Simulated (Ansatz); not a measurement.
# Meshes and cutoff for the phonons of Pt (Fm-3m, 1 atom in the cell), part 2 of 3

How do the frequencies of Pt (Fm-3m, 1 atom in the cell) move with q mesh, k mesh and cutoff?

Ansatz 0.2.0; DFT PBEsol, scalar-relativistic, plane waves, PAW.

So far, highest frequency on the path or at a solved wavevector (cm⁻¹): step 3 (the dispersion) 199; step 4 (q mesh 2×2×2) 199. The relaxed cell has a = 3.918 Å (conventional setting).

## Step 7: The series together

Times are for 4 threads of Arm Neoverse V1, shared host. Results by setting:

```
no.  q mesh    k-mesh  mean frequency (cm⁻¹)  lowest frequency on the path (cm⁻¹)    time  memory (GiB)
  1   2×2×2  20×20×20                    131                                    0    25 s           1.2
  2   3×3×3  21×21×21                  124.6                                    0    80 s           2.4
  3   6×6×6  24×24×24                  121.8                                    0  21 min           4.4
```

The runs together. Table of phonon density of states by wavenumber; read off at these points; values in 1/cm⁻¹/cell:

| wavenumber (cm⁻¹) | 2×2×2, 20×20×20 | 3×3×3, 21×21×21 | 6×6×6, 24×24×24 |
| --- | --- | --- | --- |
| 1.0 | 0 | 0 | 0 |
| 7.0 | 3.0e-5 | 4.0e-5 | 9.0e-5 |
| 11.0 | 9.0e-5 | 1.0e-4 | 3.4e-4 |
| 17.0 | 2.9e-4 | 3.2e-4 | 9.6e-4 |
| 23.0 | 5.8e-4 | 6.3e-4 | 0.00217 |
| 27.0 | 8.1e-4 | 9.0e-4 | 0.00331 |
| 33.0 | 0.00123 | 0.00139 | 0.00479 |
| 39.0 | 0.00176 | 0.00202 | 0.00582 |
| 43.0 | 0.00222 | 0.00256 | 0.0064 |
| 49.0 | 0.00296 | 0.00349 | 0.00725 |
| 55.0 | 0.00391 | 0.00469 | 0.00819 |
| 59.0 | 0.00463 | 0.0057 | 0.0089 |
| 65.0 | 0.00595 | 0.00753 | 0.0101 |
| 71.0 | 0.0076 | 0.00998 | 0.0117 |
| 75.0 | 0.00892 | 0.0122 | 0.013 |
| 81.0 | 0.0114 | 0.0169 | 0.0156 |
| 87.0 | 0.0148 | 0.0280 | 0.0194 |
| 91.0 | 0.0182 | 0.0293 | 0.0235 |
| 97.0 | 0.0292 | 0.0309 | 0.0388 |
| 103.0 | 0.0309 | 0.0324 | 0.0329 |
| 109.0 | 0.0323 | 0.0337 | 0.0300 |
| 113.0 | 0.0331 | 0.0345 | 0.0290 |
| 119.0 | 0.0343 | 0.0355 | 0.0246 |
| 125.0 | 0.0355 | 0.0259 | 0.0229 |
| 127.0 | 0.0357 | 0.0209 | 0.0224 |
| 129.0 | 0.0353 | 0.0186 | 0.0221 |
| 135.0 | 0.0188 | 0.0178 | 0.0187 |
| 141.0 | 0.0186 | 0.0167 | 0.0158 |
| 145.0 | 0.0184 | 0.0156 | 0.0142 |
| 151.0 | 0.0177 | 0.0130 | 0.0114 |
| 157.0 | 0.0164 | 0.00706 | 0.0061 |
| 161.0 | 0.0149 | 0.0141 | 0.0107 |
| 167.0 | 0.00969 | 0.0336 | 0.0216 |
| 173.0 | 0.0313 | 0.0428 | 0.0341 |
| 177.0 | 0.0382 | 0.0331 | 0.0376 |
| 181.0 | 0.0444 | 0.0215 | 0.0293 |
| 183.0 | 0.0372 | 0.0177 | 0.0230 |
| 189.0 | 0.0186 | 0.00658 | 0.0133 |
| 193.0 | 0.00993 | 9.9e-4 | 0.00778 |
| 199.0 | 1.9e-4 | - | 1.0e-5 |

The runs together, line C_V. C_V against temperature; values in J/mol-atom/K:

| temperature (K) | 2×2×2, 20×20×20 | 3×3×3, 21×21×21 | 6×6×6, 24×24×24 |
| --- | --- | --- | --- |
| 0 | 0 | 0 | 0 |
| 50 | 9.30 | 10.1 | 10.6 |
| 100 | 18.6 | 19.0 | 19.2 |
| 150 | 21.7 | 22.0 | 22.1 |
| 200 | 23.1 | 23.2 | 23.3 |
| 250 | 23.7 | 23.8 | 23.8 |
| 300 | 24.1 | 24.2 | 24.2 |
| 350 | 24.3 | 24.4 | 24.4 |
| 400 | 24.5 | 24.5 | 24.5 |
| 450 | 24.6 | 24.6 | 24.6 |
| 500 | 24.6 | 24.7 | 24.7 |
| 550 | 24.7 | 24.7 | 24.7 |
| 600 | 24.7 | 24.7 | 24.7 |
| 650 | 24.8 | 24.8 | 24.8 |
| 700 | 24.8 | 24.8 | 24.8 |
| 750 | 24.8 | 24.8 | 24.8 |
| 800 | 24.8 | 24.8 | 24.8 |
| 850 | 24.8 | 24.8 | 24.8 |
| 900 | 24.8 | 24.9 | 24.9 |
| 950 | 24.9 | 24.9 | 24.9 |
| 1000 | 24.9 | 24.9 | 24.9 |

## Step 8: Another k mesh, k-mesh 6×6×6, q mesh 2×2×2

The k mesh is changed to 6×6×6 on a small fixed q mesh, to find the coarsest that serves.

input.yaml reads:

```yaml
crystal:
  lattice:
    - [0.0, 1.9588930606, 1.9588930606]
    - [1.9588930606, 0.0, 1.9588930606]
    - [1.9588930606, 1.9588930606, 0.0]
  atoms:
    - { symbol: Pt, position: [0.0, 0.0, 0.0] }
kpoints:
  mp_grid: { grid: [6, 6, 6] }
hamiltonian:
  xc: pbesol
scf:
  occupations: { method: methfessel_paxton, width: 0.2 }
output:
  eigenvalues: true
phonons:
  method: dfpt
  qmesh: [2, 2, 2]
  temperatures: { t_max: 1000, t_step: 50 }
  qpath:
    path:
      - [[0.0, 0.0, 0.0], [0.5, 0.0, 0.5], [0.625, 0.25, 0.625]]
      - [[0.375, 0.375, 0.75], [0.0, 0.0, 0.0], [0.5, 0.5, 0.5], [0.5, 0.25, 0.75], [0.5, 0.0, 0.5]]
    npoints: 10
```

Command:

```bash
$ ansatz run input.yaml --threads 4 --pin off --max-ram 7168MiB --backend cpu --events-out ev --progress --plain --runs-dir out
```

Numbers of over 12 decimals in the logs are rounded to 6 here.

Log:

```text
[...]
Crystal: 1 atoms, lattice volume = 15.034 Å³
Basis set: ecut = 420 eV, 283 PW (Γ), exchange–correlation on 40×40×40 points (8 copies of the dense FFT grid, shifted against one another)
Bands: 13, of which v1, the nominal top of the filled ones, is band 9 counted from 1 (8 counted from 0)
Symmetry: 48 space group operations
k-points: 16 of 216
[...]
SCF iter   1: F=—  HF=-12383.936862 eV  |F-HF|=—  |Δ(HF+E_count)|=         —  Δρ=9.24e-3  dr2=1.10e-2  ethr=1.77e-3  ⟨swp⟩=4.8  Hψ=1077  notcnv=0
[...]
SCF iter   6: F=-12383.933063 eV  HF=-12383.933063 eV  |F-HF|=1.27e-11  |Δ(HF+E_count)|=   1.60e-9  S|Δr|=    0.00e0  Δρ=5.46e-7  dr2=9.24e-12  ethr=1.00e-12  ⟨swp⟩=4.3  Hψ=1008  notcnv=0
SCF 1 converged in 6 iterations: F = -12383.933063 eV  dr2 = 9.24e-12
[...]
SCF converged after 6 iterations
[...]
Free energy (F): -12383.933063 eV
[...]
Internal energy: -12383.930971 eV  (E = F + TS)
E sigma→0 (E₀):  -12383.932540 eV
Entropy (-TS):   -0.002092 eV (-2.092 meV/atom)
Fermi energy:    23.314562 eV
[...]
--- Band table (eV; the first three rows and the last of 16) ---
  k-point 0: bands = [... 5 lower, 19.4629, 19.4629, 19.4629, 21.6492, 21.6492, 37.8850, 42.8294, 42.8294]
  k-point 1: bands = [... 5 lower, 19.0984, 19.7939, 19.7939, 21.5429, 21.5429, 39.1564, 39.3038, 44.4334]
  k-point 2: bands = [... 5 lower, 19.6637, 19.6637, 19.9592, 22.4594, 22.4594, 33.6090, 38.6579, 44.6145]
  k-point 15: bands = [... 5 lower, 17.5470, 20.2347, 21.9035, 23.7938, 29.3075, 30.6812, 33.3259, 35.2959]
[...]
ASR residual: 1.267e-4 → 0.000e0 eV/Å²; symmetrization residual: 4.244e-12 eV/Å²
  ASR residual per site (eV/Å²): 1.27e-4
  Γ frequencies (cm⁻¹): 0.00 0.00 0.00
--- Phonons (arbitrary-q DFPT): 3 irreducible q on the 2×2×2 mesh ---
[...]
interpolated dispersion: 62 rows × 3 modes
[...]
```

The job ended after 1.8 s (4 threads of Arm Neoverse V1, shared host; peak memory 0.34 GiB).

The run finished; it serves as a test, and its numbers are not taken as the result.

## Step 9: Another k mesh, k-mesh 10×10×10, q mesh 2×2×2

The k mesh is changed to 10×10×10 on a small fixed q mesh, to find the coarsest that serves.

input.yaml, as its differences from that of step 8:

```diff
@@ -8,3 +8,3 @@
 kpoints:
-  mp_grid: { grid: [6, 6, 6] }
+  mp_grid: { grid: [10, 10, 10] }
 hamiltonian:
```

Log:

```text
[...]
Crystal: 1 atoms, lattice volume = 15.034 Å³
Basis set: ecut = 420 eV, 283 PW (Γ), exchange–correlation on 40×40×40 points (8 copies of the dense FFT grid, shifted against one another)
Bands: 13, of which v1, the nominal top of the filled ones, is band 9 counted from 1 (8 counted from 0)
Symmetry: 48 space group operations
k-points: 47 of 1000
[...]
SCF iter   1: F=—  HF=-12383.803171 eV  |F-HF|=—  |Δ(HF+E_count)|=         —  Δρ=6.23e-3  dr2=4.63e-3  ethr=1.77e-3  ⟨swp⟩=4.9  Hψ=3067  notcnv=0
[...]
SCF iter   7: F=-12383.802049 eV  HF=-12383.802049 eV  |F-HF|=5.46e-12  |Δ(HF+E_count)|=    0.00e0  S|Δr|=    0.00e0  Δρ=2.05e-8  dr2=1.93e-14  ethr=1.00e-12  ⟨swp⟩=5.0  Hψ=2328  notcnv=0
SCF 1 converged in 7 iterations: F = -12383.802049 eV  dr2 = 1.93e-14
[...]
SCF converged after 7 iterations
[...]
Free energy (F): -12383.802049 eV
[...]
Internal energy: -12383.805597 eV  (E = F + TS)
E sigma→0 (E₀):  -12383.802936 eV
Entropy (-TS):   0.003548 eV (3.548 meV/atom)
Fermi energy:    23.349834 eV
[...]
--- Band table (eV; the first three rows and the last of 47) ---
  k-point 0: bands = [... 5 lower, 19.4944, 19.4944, 19.4944, 21.6869, 21.6869, 37.8814, 42.8291, 42.8291]
  k-point 1: bands = [... 5 lower, 19.3248, 19.6463, 19.6463, 21.6086, 21.6086, 38.4809, 41.0682, 43.4360]
  k-point 2: bands = [... 5 lower, 19.0681, 19.8805, 19.8805, 21.6383, 21.6383, 38.1732, 39.6000, 45.0520]
  k-point 46: bands = [... 5 lower, 17.9771, 19.5966, 21.5609, 23.8358, 30.2630, 30.5193, 32.7126, 35.3477]
[...]
ASR residual: 2.549e-5 → 0.000e0 eV/Å²; symmetrization residual: 4.396e-12 eV/Å²
  ASR residual per site (eV/Å²): 2.55e-5
  Γ frequencies (cm⁻¹): 0.00 0.00 0.00
--- Phonons (arbitrary-q DFPT): 3 irreducible q on the 2×2×2 mesh ---
[...]
interpolated dispersion: 62 rows × 3 modes
[...]
```

The job ended after 4 s (4 threads; peak memory 0.42 GiB; 14 s of CPU time).

The run finished; it serves as a test, and its numbers are not taken as the result.

## Step 10: Another k mesh, k-mesh 16×16×16, q mesh 2×2×2

The k mesh is changed to 16×16×16 on a small fixed q mesh, to find the coarsest that serves.

input.yaml, as its differences from that of step 9:

```diff
@@ -8,3 +8,3 @@
 kpoints:
-  mp_grid: { grid: [10, 10, 10] }
+  mp_grid: { grid: [16, 16, 16] }
 hamiltonian:
```

Log:

```text
[...]
Crystal: 1 atoms, lattice volume = 15.034 Å³
Basis set: ecut = 420 eV, 283 PW (Γ), exchange–correlation on 40×40×40 points (8 copies of the dense FFT grid, shifted against one another)
Bands: 13, of which v1, the nominal top of the filled ones, is band 9 counted from 1 (8 counted from 0)
Symmetry: 48 space group operations
k-points: 145 of 4096
[...]
k-point 144: bands = [... 5 lower, 18.7062, 18.7062, 21.2939, 23.8239, 30.4170, 31.5728, 31.5728, 35.3602]
[...]
ASR residual: 5.543e-5 → 0.000e0 eV/Å²; symmetrization residual: 2.122e-12 eV/Å²
  ASR residual per site (eV/Å²): 5.54e-5
  Γ frequencies (cm⁻¹): 0.00 0.00 0.00
--- Phonons (arbitrary-q DFPT): 3 irreducible q on the 2×2×2 mesh ---
[...]
interpolated dispersion: 62 rows × 3 modes
[...]
[key lines of the parts left out:]
SCF converged after 7 iterations
Free energy (F): -12383.819613 eV
Fermi energy:    23.306053 eV
```

It took 13 s on 4 threads; peak memory 0.78 GiB.

Frequencies (cm⁻¹) solved at each irreducible wavevector; negative means imaginary. Frequencies by wavevector, by row:

```csv
q in reciprocal lattice units,star,mode 1,mode 2,mode 3
0 0 0,1,0,0,0
0 0 -0.5,4,96.1,96.1,198.5
0 -0.5 -0.5,3,133,133,194.6
```

Against step 4 (now k-mesh 16×16×16), the highest frequency on the path or at a solved wavevector goes from 199 to 198 cm⁻¹. The highest frequency on the path or at a solved wavevector moves by under 1 % between these two settings.

## Step 11: Another k mesh, q mesh 2×2×2

The k mesh is changed to 20×20×20 on a small fixed q mesh, to find the coarsest that serves.

input.yaml, as its differences from that of step 10:

```diff
@@ -8,3 +8,3 @@
 kpoints:
-  mp_grid: { grid: [16, 16, 16] }
+  mp_grid: { grid: [20, 20, 20] }
 hamiltonian:
```

Log:

```text
[...]
Crystal: 1 atoms, lattice volume = 15.034 Å³
Basis set: ecut = 420 eV, 283 PW (Γ), exchange–correlation on 40×40×40 points (8 copies of the dense FFT grid, shifted against one another)
Bands: 13, of which v1, the nominal top of the filled ones, is band 9 counted from 1 (8 counted from 0)
Symmetry: 48 space group operations
k-points: 256 of 8000
[...]
k-point 255: bands = [... 5 lower, 18.7112, 18.7112, 21.2992, 23.8320, 30.4200, 31.5757, 31.5757, 35.3629]
[...]
ASR residual: 5.643e-5 → 0.000e0 eV/Å²; symmetrization residual: 1.364e-12 eV/Å²
  ASR residual per site (eV/Å²): 5.64e-5
  Γ frequencies (cm⁻¹): 0.00 0.00 0.00
--- Phonons (arbitrary-q DFPT): 3 irreducible q on the 2×2×2 mesh ---
[...]
interpolated dispersion: 62 rows × 3 modes
[...]
[key lines of the parts left out:]
SCF converged after 7 iterations
Free energy (F): -12383.820776 eV
Fermi energy:    23.332903 eV
```

Run time: 24 s. Hardware: 4 threads; peak memory 1.2 GiB; 89 s of CPU time.

Frequencies (cm⁻¹) solved at each irreducible wavevector; negative means imaginary. Frequencies by wavevector, by row:

```csv
q in reciprocal lattice units,star,mode 1,mode 2,mode 3
0 0 0,1,0,0,0
0 0 -0.5,4,96.5,96.5,198.5
0 -0.5 -0.5,3,129.7,129.7,193.7
```

Against step 10 (now k-mesh 20×20×20), the highest frequency on the path or at a solved wavevector goes from 198 to 199 cm⁻¹. The highest frequency on the path or at a solved wavevector moves by under 1 % between these two settings.

## Step 12: Another k mesh, k-mesh 30×30×30, q mesh 2×2×2

The k mesh is changed to 30×30×30 on a small fixed q mesh, to find the coarsest that serves.

input.yaml, as its differences from that of step 11:

```diff
@@ -8,3 +8,3 @@
 kpoints:
-  mp_grid: { grid: [20, 20, 20] }
+  mp_grid: { grid: [30, 30, 30] }
 hamiltonian:
```

Log:

```text
[...]
Crystal: 1 atoms, lattice volume = 15.034 Å³
Basis set: ecut = 420 eV, 283 PW (Γ), exchange–correlation on 40×40×40 points (8 copies of the dense FFT grid, shifted against one another)
Bands: 13, of which v1, the nominal top of the filled ones, is band 9 counted from 1 (8 counted from 0)
Symmetry: 48 space group operations
k-points: 752 of 27000
[...]
k-point 751: bands = [... 5 lower, 18.4475, 18.9883, 21.3295, 23.8298, 30.4302, 31.1529, 31.9771, 35.3611]
[...]
ASR residual: 5.046e-5 → 0.000e0 eV/Å²; symmetrization residual: 1.667e-12 eV/Å²
  ASR residual per site (eV/Å²): 5.05e-5
  Γ frequencies (cm⁻¹): 0.00 0.00 0.00
--- Phonons (arbitrary-q DFPT): 3 irreducible q on the 2×2×2 mesh ---
[...]
interpolated dispersion: 62 rows × 3 modes
[...]
[key lines of the parts left out:]
SCF converged after 7 iterations
Free energy (F): -12383.820581 eV
Fermi energy:    23.323875 eV
```

Run time: 76 s. Hardware: 4 threads; peak memory 3.3 GiB; 4.7 min of CPU time.

Frequencies (cm⁻¹) solved at each irreducible wavevector; negative means imaginary. Frequencies by wavevector, by row:

```csv
q in reciprocal lattice units,star,mode 1,mode 2,mode 3
0 0 0,1,0,0,0
0 0 -0.5,4,96.2,96.2,198.5
0 -0.5 -0.5,3,130.7,130.7,194
```

Against step 4 (now k-mesh 30×30×30), the highest frequency on the path or at a solved wavevector stays at 199 cm⁻¹. The highest frequency on the path or at a solved wavevector moves by under 1 % between these two settings.

## Step 13: Comparing the runs

Times are for 4 threads of Arm Neoverse V1, shared host. The series side by side:

```
no.    k-mesh  lowest mode on the q mesh (acoustic modes at Γ apart) (cm⁻¹)  highest frequency on the path or at a solved wavevector (cm⁻¹)  time  memory (GiB)
  1  16×16×16                                                         96.06                                                           198.5  13 s          0.78
  2  20×20×20                                                         96.48                                                           198.5  24 s           1.2
  3  30×30×30                                                         96.25                                                           198.5  76 s           3.3
```

The runs together. Table of phonon density of states by wavenumber; read off at these points; values in 1/cm⁻¹/cell:

```
wavenumber (cm⁻¹)  16×16×16  20×20×20  30×30×30
              5.0    2.0e-5    2.0e-5    2.0e-5
             10.0    7.0e-5    7.0e-5    7.0e-5
             15.0    2.3e-4    2.3e-4    2.3e-4
             20.0    4.2e-4    4.2e-4    4.2e-4
             25.0    6.9e-4    6.9e-4    6.9e-4
             30.0     0.001    1.0e-3     0.001
             35.0   0.00141    0.0014   0.00141
             40.0   0.00188   0.00187   0.00188
             45.0   0.00245   0.00244   0.00245
             50.0   0.00311    0.0031   0.00311
             55.0   0.00391   0.00391   0.00392
             60.0   0.00483   0.00485   0.00485
             65.0   0.00591   0.00595   0.00595
             70.0   0.00723    0.0073   0.00729
             75.0   0.00881   0.00892   0.00891
             80.0    0.0108    0.0110    0.0109
             85.0    0.0133    0.0136    0.0135
             90.0    0.0168    0.0173    0.0172
             95.0    0.0232    0.0237    0.0237
            100.0    0.0285    0.0303    0.0297
            105.0    0.0296    0.0314    0.0308
            110.0    0.0306    0.0325    0.0318
            115.0    0.0315    0.0335    0.0328
            120.0    0.0326    0.0345    0.0338
            125.0    0.0335    0.0355    0.0347
            127.0    0.0339    0.0357    0.0352
            129.0    0.0342    0.0353    0.0356
            130.0    0.0345    0.0292    0.0327
            131.0    0.0348    0.0231    0.0297
            135.0     0.019    0.0188    0.0187
            140.0    0.0189    0.0187    0.0187
            145.0    0.0187    0.0184    0.0185
            150.0    0.0183    0.0179    0.0180
            155.0    0.0175    0.0169    0.0171
            160.0    0.0161    0.0153    0.0156
            165.0    0.0134    0.0102    0.0112
            170.0    0.0149    0.0181    0.0169
            175.0    0.0341    0.0352    0.0348
            180.0    0.0418    0.0429    0.0425
            181.0    0.0435    0.0444    0.0441
            185.0    0.0307    0.0278    0.0287
            190.0    0.0182    0.0167    0.0172
            195.0   0.00692   0.00631   0.00647
```

The runs together, line C_V. Table of C_V by temperature; values in J/mol-atom/K:

```csv
temperature (K),16×16×16,20×20×20,30×30×30
0,0,0,0
50,9.19,9.30,9.27
100,18.5,18.6,18.5
150,21.7,21.7,21.7
200,23.0,23.1,23.1
250,23.7,23.7,23.7
300,24.1,24.1,24.1
350,24.3,24.3,24.3
400,24.4,24.5,24.4
450,24.5,24.6,24.6
500,24.6,24.6,24.6
550,24.7,24.7,24.7
600,24.7,24.7,24.7
650,24.8,24.8,24.8
700,24.8,24.8,24.8
750,24.8,24.8,24.8
800,24.8,24.8,24.8
850,24.8,24.8,24.8
900,24.8,24.8,24.8
950,24.9,24.9,24.9
1000,24.9,24.9,24.9
```

## Step 14: Another cutoff, cutoff 170 eV, q mesh 2×2×2

The cutoff is set to 170 eV on a small fixed q mesh.

input.yaml, as its differences from that of step 12:

```diff
@@ -8,3 +8,3 @@
 kpoints:
-  mp_grid: { grid: [30, 30, 30] }
+  mp_grid: { grid: [20, 20, 20] }
 hamiltonian:
@@ -24 +24,3 @@
     npoints: 10
+basis:
+  ecutwfc: 170
```

Log:

```text
Warning: basis.ecutwfc = 170 eV is below the records' recommended 420 eV, and the density's cutoff is lower with it unless basis.ecutrho_ratio is high enough to keep the records' density cutoff: compare with a run at a higher cutoff
[...]
Crystal: 1 atoms, lattice volume = 15.034 Å³
Basis set: ecut = 170 eV, 65 PW (Γ), exchange–correlation on 24×24×24 points (8 copies of the dense FFT grid, shifted against one another)
Bands: 13, of which v1, the nominal top of the filled ones, is band 9 counted from 1 (8 counted from 0)
Symmetry: 48 space group operations
k-points: 256 of 8000
[...]
SCF iter   1: F=—  HF=-12359.761680 eV  |F-HF|=—  |Δ(HF+E_count)|=         —  Δρ=3.07e-1  dr2=8.96e0  ethr=1.77e-3  ⟨swp⟩=4.8  Hψ=16257  notcnv=0
[...]
SCF iter   8: F=-12355.499334 eV  HF=-12355.499334 eV  |F-HF|=0.00e0  |Δ(HF+E_count)|=  2.64e-10  S|Δr|=    0.00e0  Δρ=1.69e-7  dr2=4.29e-12  ethr=1.00e-12  ⟨swp⟩=3.2  Hψ=13592  notcnv=0
SCF 1 converged in 8 iterations: F = -12355.499334 eV  dr2 = 4.29e-12
[...]
SCF converged after 8 iterations
[...]
Free energy (F): -12355.499334 eV
[...]
Internal energy: -12355.498957 eV  (E = F + TS)
E sigma→0 (E₀):  -12355.499240 eV
Entropy (-TS):   -0.000376 eV (-0.376 meV/atom)
Fermi energy:    22.858340 eV
[...]
--- Band table (eV; the first three rows and the last of 256) ---
  k-point 0: bands = [... 5 lower, 21.0169, 21.0169, 21.0169, 22.2086, 22.2086, 38.6608, 43.7371, 43.7371]
  k-point 1: bands = [... 5 lower, 20.9571, 21.0638, 21.0638, 22.1978, 22.1978, 38.8326, 43.2035, 43.8961]
  k-point 2: bands = [... 5 lower, 20.7916, 21.1787, 21.1787, 22.1953, 22.1953, 39.3193, 42.0838, 44.3653]
  k-point 255: bands = [... 5 lower, 18.6781, 18.6781, 20.5458, 22.9496, 30.0549, 32.6402, 32.6402, 36.0672]
[...]
ASR residual: 2.292e-4 → 0.000e0 eV/Å²; symmetrization residual: 1.251e-12 eV/Å²
  ASR residual per site (eV/Å²): 2.29e-4
  Γ frequencies (cm⁻¹): 0.00 0.00 0.00
--- Phonons (arbitrary-q DFPT): 3 irreducible q on the 2×2×2 mesh ---
[...]
interpolated dispersion: 62 rows × 3 modes
[...]
zero-point energy: -0.000000 eV/cell   skipped modes (ω ≤ 0): 1872, of them read as no rigid motion or as one in doubt: 1869 (3.000e0 modes/cell left out, lowest -174.44 cm⁻¹)   left out of the sums: 1.00e0 of the cell's modes: C_V's classical limit lies that fraction below 3 k_B per atom; for a crystal, a wire or a layer, F and S can be off by more, and a phonons.interpolated_qmesh denser along its periods is the remedy for the sampling
```

It took 12 s on 4 threads; peak memory 0.94 GiB.

The run finished; it serves as a test, and its numbers are not taken as the result.

[end of part 2 of 3]

[Logs are printed without paths, hosts, clocks, repeated set-up lines and the standing remarks that a program may print on its own settings, such as how far it seeks lower states.]

[Hosts, paths, dates, database ids (printed as entryN), source tags and the programs' standing remarks are cut or masked in the printed files.]
